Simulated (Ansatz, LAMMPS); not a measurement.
# Structural relaxation of ionic liquid EMIM+ BF4-, from a frame at 400 K (144 atoms), part 3 of 3

How does ionic liquid EMIM+ BF4-, from a frame at 400 K (144 atoms) relax, and what do bonds, charges and levels look like afterwards?

Ansatz 0.2.0; Kohn-Sham DFT, PBE+D3(BJ), PAW (set soft_2), plane waves.

The cell: 36 C, 12 N, 66 H, 6 B and 24 F. The network of contacts between molecules at the start is that of the classical potential that made the cell. The density was typed from a rule of thumb and may lie off the real one at this temperature. Sampling is at Γ alone, for a cell whose shortest periodic width is 12 Å.

So far, density (g/cm³): step 5 (structure statistics after relaxation) 1.27.

### Step 6. Single point at the relaxed geometry

The electronic structure is read at the final geometry, in a run of its own.

input.yaml reads:

```yaml
crystal:
  lattice:
    - [11.5837, 0.0, 0.0]
    - [0.0, 11.5837, 0.0]
    - [0.0, 0.0, 11.5837]
  atoms:
    - { symbol: C, position: [0.81338, 0.79118, 0.40298] }
    - { symbol: C, position: [0.87622, 0.67671, 0.38984] }
    - { symbol: "N", position: [0.80997, 0.5817, 0.4418] }
    - { symbol: C, position: [0.73455, 0.50915, 0.38422] }
    - { symbol: C, position: [0.68622, 0.43848, 0.46548] }
    - { symbol: "N", position: [0.7324, 0.47001, 0.57064] }
    - { symbol: C, position: [0.70388, 0.41803, 0.68185] }
    - { symbol: C, position: [0.8073, 0.55693, 0.55499] }
    - { symbol: H, position: [0.72863, 0.78897, 0.36054] }
    - { symbol: H, position: [0.86421, 0.86121, 0.36514] }
    - { symbol: H, position: [0.80161, 0.81358, 0.49413] }
    - { symbol: H, position: [0.88865, 0.65344, 0.29913] }
    - { symbol: H, position: [0.96122, 0.67929, 0.43128] }
    - { symbol: H, position: [0.72189, 0.51216, 0.29145] }
    - { symbol: H, position: [0.62391, 0.36931, 0.45851] }
    - { symbol: H, position: [0.71719, 0.32482, 0.67478] }
    - { symbol: H, position: [0.61347, 0.43598, 0.70288] }
    - { symbol: H, position: [0.75975, 0.45434, 0.74861] }
    - { symbol: H, position: [0.85587, 0.60026, 0.6226] }
    - { symbol: C, position: [0.48387, 0.2308, 0.26036] }
    - { symbol: C, position: [0.39569, 0.31039, 0.20431] }
    - { symbol: "N", position: [0.28025, 0.29487, 0.25563] }
    - { symbol: C, position: [0.21451, 0.19506, 0.25175] }
    - { symbol: C, position: [0.11822, 0.21476, 0.31722] }
    - { symbol: "N", position: [0.12768, 0.32597, 0.35988] }
    - { symbol: C, position: [0.04289, 0.38456, 0.43231] }
    - { symbol: C, position: [0.22622, 0.37309, 0.32152] }
    - { symbol: H, position: [0.4627, 0.13971, 0.24481] }
    - { symbol: H, position: [0.48786, 0.24517, 0.35385] }
    - { symbol: H, position: [0.5693, 0.24838, 0.22389] }
    - { symbol: H, position: [0.4184, 0.40146, 0.21569] }
    - { symbol: H, position: [0.38782, 0.29299, 0.11166] }
    [... 106 atom lines left out ...]
    - { symbol: F, position: [0.41846, 0.45676, 0.68246] }
    - { symbol: B, position: [0.97603, 0.7816, 0.72164] }
    - { symbol: F, position: [0.90111, 0.87429, 0.69482] }
    - { symbol: F, position: [0.0581, 0.81896, 0.8044] }
    - { symbol: F, position: [0.03326, 0.74362, 0.62098] }
    - { symbol: F, position: [0.91085, 0.68885, 0.76884] }
kpoints:
  mp_grid: { grid: [1, 1, 1] }
hamiltonian:
  xc: pbe
  dispersion: d3bj
scf:
  occupations: { method: fixed }
output:
  forces: true
  stress: true
  populations: intrinsic
  dos:
    method: { smearing: { sigma: 0.15 } }
    de: 0.1
    projected: { site_lists: { B: [B], C: [C], F: [F], H: [H], "N": ["N"] } }
  eigenvalues: true
  write_density: true
  write_potential: true
  volumetric_format: npy
```

On the command line:

```sh
$ ansatz run input.yaml --threads 4 --pin off --max-ram 8192MiB --backend cpu --events-out ev --progress --plain --runs-dir out
```

Numbers of over 12 decimals in the logs are rounded to 6 here.

The log of the run:

```text
[...]
Crystal: 144 atoms, lattice volume = 1554.325 Å³
Basis set: ecut = 420 eV, 30551 PW (Γ), exchange–correlation on 160×160×160 points (8 copies of the dense FFT grid, shifted against one another)
Bands: 372, of which v1, the nominal top of the filled ones, is band 228 counted from 1 (227 counted from 0)
Symmetry: 1 space group operations
[...]
k-points: 1
[...]
SCF iter   1: F=—  HF=-35071.283080 eV  |F-HF|=—  |Δ(HF+E_count)|=         —  Δρ=5.63e-3  dr2=5.23e-1  ethr=1.77e-3  ⟨swp⟩=5.0  Hψ=1281  notcnv=0  defer=140
[...]
SCF iter   9: F=-35071.196517 eV  HF=-35071.196517 eV  |F-HF|=1.83e-8  |Δ(HF+E_count)|=   7.53e-8  Δρ=2.07e-6  dr2=7.00e-8  ethr=2.19e-11  ⟨swp⟩=27.0  Hψ=3655  notcnv=0
SCF 1 converged in 9 iterations: F = -35071.196517 eV  dr2 = 7.00e-8
[...]
WARN: The input density's exchange-correlation potential varies sharply where the density is thin. Do not read a vacuum level from v_tot or v_xc, or from such a field of the output density. On a cell that repeats whose density bears no net charge and no dipole along the vacuum's axis use v_es (v_loc + v_h of the components); [...]
SCF converged after 9 iterations
Free energy (F): -35071.196517 eV
[...]
Internal energy: -35071.196517 eV  (E = F + TS)
E sigma→0 (E₀):  -35071.196517 eV
Fermi energy:    -1.100421 eV
[...]
--- Forces (eV/Å), atoms counted from 1 ---
  atom   1  C      0.01577232    -0.01199428    -0.01064904
  atom   2  C     -0.01668482     0.01070241     0.01223012
  atom   3  N      0.00032978     0.00525383     0.00258354
  atom   4  C      0.00360124    -0.00282600     0.01012668
  atom   5  C     -0.00081888    -0.00205814     0.00091151
  atom   6  N     -0.00191776    -0.00046360     0.00407708
  atom   7  C     -0.00226561     0.00423466    -0.00102536
  atom   8  C     -0.00000187    -0.00483268    -0.01225899
  atom   9  H     -0.00087430     0.00016183    -0.00254861
  atom  10  H     -0.00325057    -0.00159527     0.00211674
  atom  11  H      0.00033013     0.00001181     0.00546920
  atom  12  H      0.00049711     0.00149639    -0.01014763
  atom  13  H      0.00020988    -0.00259794     0.00371680
  atom  14  H     -0.00024230    -0.00125265    -0.00248012
[...]
atom 143  F     -0.00497506     0.00605217     0.01545781
  atom 144  F      0.00309486     0.00962760    -0.00710678
  max |Σ_I F_I| component: 1.61e-4 eV/Å
--- Stress (GPa, compression-positive) ---
       -0.271606       0.025157       0.045837
        0.025159      -0.391338      -0.195058
        0.045832      -0.195055      -0.268681
  P = ⅓ Tr σ = -0.3105 GPa (-3.105 kbar)
--- Band table (eV) ---
[...]
--- intrinsic populations: 144 sites ---
  site symbol       q [e]
     0      C      4.5138
     1      C      4.2254
     2      N      5.0037
[...]
143      F      7.4391
  spilling = 0.000000 (of n_electrons = 456.000000)
```

The job ended after 25 s (4 threads of Arm Neoverse V1, shared host; peak memory 1.9 GiB; 96 s of CPU time).

The program notes that the exchange-correlation potential is rough where the density is thin.

Numbers from this run:

```yaml
free_energy: -35071.1965 eV
free_energy_per_atom: -243.5500 eV/atom
scf_cycles: 9
pressure: -0.3105 GPa
r_m_s_force_component: 0.00727 eV/Å
longest_force: 0.04626 eV/Å
fermi_energy: -1.1 eV
spacing_of_highest_filled_and_lowest_empty_level: 4.539 eV
```

Intrinsic-atomic-orbital charges by element:

```
element  coordination  atoms  mean charge (e)  spread    least    most
      B           all      6            0.854  0.0041    0.849   0.861
      C           all     36           -0.233   0.186   -0.530  0.0381
      F           all     24           -0.438  0.0064   -0.451  -0.423
      H           all     66            0.208  0.0208    0.164   0.249
      N           all     12           0.0042  0.0053  -0.0037  0.0137
```

States in the cell by windows of 1 eV, zero at the Fermi level; the larger projections on atomic orbitals stand beside the total:

```
from (eV)  to (eV)  total   F p   C p  H s  N p
      -10       -9   17.6   0.0   4.7  3.0  4.9
       -9       -8   12.5   0.1   4.9  2.6  1.3
       -8       -7   12.0   0.2   5.2  3.0  1.3
       -7       -6   20.0   9.0   4.0  0.8  3.5
       -6       -5   54.6  14.5  18.3  7.9  8.3
       -5       -4   54.3  15.5  20.7  8.0  5.2
       -4       -3   29.5   4.0  16.3  7.0  1.7
       -3       -2   69.9  45.4  13.8  8.3  1.2
       -2       -1   51.4  40.8   4.0  2.0  4.2
       -1        0   17.9   3.7  10.3  0.7  3.1
        0        1    2.3   0.0   2.1  0.0  0.1
        1        4    0.0   0.0   0.0  0.0  0.0
        4        5    8.6   0.0   4.7  0.4  3.0
```

With fixed occupations the program's Fermi level is the highest filled level; weight inside the gap is the broadening of levels at its edges.

Between -24 and -10 eV lie 114 more states.

The levels nearest the highest filled one (over half full), pooled over k-points and spins:

```
level less the highest filled one (eV)  occupation
                                -0.421           2
                                -0.263           2
                                -0.189           2
                                -0.171           2
                                -0.118           2
                                     0           2
                                  4.54           0
                                  4.73           0
                                  4.81           0
                                  4.85           0
                                  4.99           0
                                  5.04           0
```

Valence density in the bc plane at fractional x = 0.247, with atoms of H and N and C and B and F within 0.2 Å of it. It is the smooth field of the valence electrons, not physical close to the nuclei.

Ten steps, logarithmic in the rise over the least value, from '0' (0.00 × 1e0 e/Å³) to '9' (8.80 × 1e0 e/Å³), each cell a mean:
```
544432100123455543444210000013677
443432100123466655676421110001355
454332100012345555777432221000123
554311000000123334565322211000013
554200000000001111222111100000013
222100000000000000000000000000001
000000000000000000000000000000000
110000000012210000000000000000001
332100000246642000000000000122223
764210001369863100000000012345556
874210001357752000000000013566677
653210000123321000000000012456666
321100000000000000000000001233333
000000000011111000001111000011100
000000000123444320013432100000000
000011222345666631113443222210000
000123445566665421113444457742000
001245666776543210123444589963000
002466556665321000123444468852000
001354333332100000012333233320000
000111111100000000001221100000000
000110000000000000000010000000000
211221000000111100000000000001233
433332100012233221111000000002576
```
Columns run along b (11.6 Å), rows up along c (11.6 Å). Atoms in or near the plane, at fractional coordinates: H at (0.12, 0.20), H at (0.46, 0.34), N at (0.00, 0.56), C at (0.89, 0.54), B at (0.06, 0.93), B at (0.69, 0.25), F at (0.81, 0.26).

Electrostatic potential energy in the bc plane at fractional x = 0.247, with atoms of H and N and C and B and F within 0.2 Å of it. With pseudopotentials it is smooth inside the atoms' cores, unlike the true potential.

Ten even steps from '0' (-44 eV) to '9' (7 eV), each cell a mean:
```
521489999988645788878999999999633
300179999998633456213789999999987
633589999999876565001788889999998
768899999999999888646889999999999
889999999999999999999999999999999
999999999999999999999999999999999
999999999999999999999999999999999
999999999999999999999999999999999
889999999996799999999999999999998
148999999951269999999999999864662
017899999974489999999999998610020
258999999999999999999999998720253
999999999999999999999999999987888
999999999999999999999999999999999
999999999988778789999999999999999
999999999872023169999889999999999
999997667541015689998755774589999
999873013004578999998300320159999
998524235337899999998511552389999
998637888889999999999877899999999
999999999999999999999999999999999
999999999999999999999999999999999
999999999999999999999999999999999
888899999999888999999999999999745
```
Columns run along b (11.6 Å; values clipped at the 3rd and 97th percentile), rows up along c (11.6 Å). Atoms in or near the plane, at fractional coordinates: H at (0.12, 0.20), H at (0.46, 0.34), N at (0.00, 0.56), C at (0.89, 0.54), B at (0.06, 0.93), B at (0.69, 0.25), F at (0.81, 0.26).

Mean intrinsic-atomic-orbital charges: B +0.85, C -0.23, F -0.44, H +0.21, N +0.00 e. The largest share in the top eV of filled states is C p (60 % of the projected weight), and in the lowest eV of empty states C p (64 % of the projected weight).

Local excerpt of 15 atoms (numbers count through the whole input) about B130, one of the 6 B atoms; x, y, z are measured from there.

```
atom      x      y      z  distance (Å)  intrinsic-atomic-orbital charge (e)
B130   0.00   0.00   0.00          0.00                                 0.86
F132  -0.97  -0.89   0.50          1.41                                -0.44
F131  -0.51   0.72  -1.10          1.41                                -0.44
F133   0.40   0.90   1.03          1.42                                -0.45
F134   1.15  -0.73  -0.44          1.43                                -0.44
 H71   0.45  -0.17  -2.94          2.98                                 0.23
 H34   2.75   0.43  -1.33          3.09                                 0.22
 H36   2.22   2.29   0.39          3.21                                 0.22
 H10   0.66  -3.03  -1.02          3.27                                 0.19
 H94   3.02  -1.06   1.09          3.38                                 0.22
 H74   0.95  -0.47   3.34          3.50                                 0.22
 H15  -2.12   2.85   0.06          3.56                                 0.23
 H11  -0.07  -3.59   0.48          3.62                                 0.19
 H16  -1.04   2.34   2.57          3.63                                 0.20
 H51  -1.87  -0.67   3.05          3.63                                 0.20
```

### Step 7. Other settings

Changed here: scf.occupations.method = "fermi_dirac" and scf.occupations.width = 0.005.

input.yaml reads:

```yaml
crystal:
  lattice:
    - [11.5837, 0.0, 0.0]
    - [0.0, 11.5837, 0.0]
    - [0.0, 0.0, 11.5837]
  atoms:
    [... the 144 atom lines of step 3 ...]
kpoints:
  mp_grid: { grid: [1, 1, 1] }
hamiltonian:
  xc: pbe
  dispersion: d3bj
scf:
  occupations: { method: fermi_dirac, width: 0.005 }
output:
  forces: true
  stress: true
  populations: true
  dos:
    method: { smearing: { sigma: 0.08 } }
    de: 0.1
    projected: { site_lists: { B: [B], C: [C], F: [F], H: [H], "N": ["N"] } }
  eigenvalues: true
```

The log of the run:

```text
[...]
Crystal: 144 atoms, lattice volume = 1554.325 Å³
Basis set: ecut = 420 eV, 30551 PW (Γ), exchange–correlation on 160×160×160 points (8 copies of the dense FFT grid, shifted against one another)
Bands: 372, of which v1, the nominal top of the filled ones, is band 228 counted from 1 (227 counted from 0)
Symmetry: 1 space group operations
[...]
k-points: 1
[...]
SCF iter   1: F=—  HF=-35061.280319 eV  |F-HF|=—  |Δ(HF+E_count)|=         —  Δρ=6.18e-3  dr2=7.06e-1  ethr=1.77e-3  ⟨swp⟩=6.0  Hψ=1661  notcnv=0  defer=74
[...]
SCF iter  10: F=-35061.120092 eV  HF=-35061.120092 eV  |F-HF|=1.56e-8  |Δ(HF+E_count)|=   2.52e-8  Δρ=1.31e-6  dr2=3.29e-8  ethr=2.19e-11  ⟨swp⟩=16.0  Hψ=2608  notcnv=0
SCF 1 converged in 10 iterations: F = -35061.120092 eV  dr2 = 3.29e-8
[...]
SCF converged after 10 iterations
Free energy (F): -35061.120092 eV
[...]
Internal energy: -35061.120092 eV  (E = F + TS)
E sigma→0 (E₀):  -35061.120092 eV
Fermi energy:    1.043895 eV
[...]
--- Forces (eV/Å), atoms counted from 1 ---
  atom   1  C      1.53421730     0.73114929    -0.41487251
  atom   2  C     -0.18694013    -0.54875915     3.43139704
  atom   3  N     -0.19312533    -1.01219075    -0.80797505
  atom   4  C      1.44049989    -0.00491540     3.70767007
  atom   5  C      1.50533402     1.50598418    -0.44182445
  atom   6  N     -1.20560902     0.62821137    -1.97308957
  atom   7  C     -0.54771943    -0.31690570     1.05789892
  atom   8  C     -0.01110281    -1.02999518     1.47718605
  atom   9  H     -0.85381976    -0.22122907    -0.69750484
  atom  10  H      0.05952374     0.05454371     0.11895968
  atom  11  H      0.20978668    -0.41536811     0.61276732
  atom  12  H      0.38822221     0.31599040    -3.91439921
  atom  13  H     -0.50267521     0.94560756    -0.06980755
  atom  14  H     -0.77782147     0.30429013    -1.71548461
[...]
atom 143  F      0.53109335    -0.20863001    -1.16245277
  atom 144  F      0.45458197    -2.35232457     0.56678183
  max |Σ_I F_I| component: 4.57e-5 eV/Å
--- Stress (GPa, compression-positive) ---
        0.802294      -0.441451       0.011600
       -0.441449       2.229308      -1.054859
        0.011597      -1.054858       1.925171
  P = ⅓ Tr σ = 1.6523 GPa (16.523 kbar)
--- Band table (eV) ---
[...]
--- Löwdin populations: 144 sites ---
  site symbol       q [e]
     0      C      4.4611
     1      C      4.1710
     2      N      4.9524
[...]
143      F      7.3406
  spilling = 0.011566 (of n_electrons = 456.000000)
```

It took 24 s on 4 threads; peak memory 1.9 GiB.

Geometry and reference: those of the single point at the start.

Forces differ from those of the single point at the start by 0 meV/Å r.m.s., 0 % of their size. It took 1.0 times the reference's time (shared host, so rough). The change had no effect here: energy, forces and cycles are those of the reference.

### Step 8. Outcome

| Item | Value |
| --- | --- |
| energy change in the relaxation | -69.97 meV/atom |
| r.m.s. displacement | 0.829 Å |
| largest displacement | 2.329 Å |
| free energy per atom | -243.5500 eV/atom |
| pressure | -0.3105 GPa |
| r.m.s. force component | 0.00727 eV/Å |
| gap (highest filled to lowest empty level) | 4.539 eV |
| wall time of the 4 DFT runs | 6.9 min |

**Reading.** Relaxation lowers the energy by 70.0 meV/atom and moves atoms by 0.83 Å r.m.s.; the r.m.s. force component goes from 1.1 to 0.0073 eV/Å, the pressure goes from 1.7 to -0.31 GPa, and the gap from 3.64 to 4.54 eV. First to last step the energy falls by 10.076 eV; the largest move, 2.33 Å, is that of F141. The highest filled and lowest empty levels differ by 4.54 eV (at Γ alone); a semilocal functional tends to put such gaps too low. In a disordered cell it changes from sample to sample and from frame to frame.

What to keep in mind: The network of contacts between molecules at the start is that of the classical potential that made the cell; in DFT atoms moved by 0.83 Å r.m.s.

[Logs are printed without paths, hosts, clocks, repeated set-up lines and the standing remarks that a program may print on its own settings, such as how far it seeks lower states.]

[Hosts, paths, dates, database ids (printed as entryN), source tags and the programs' standing remarks are cut or masked in the printed files.]
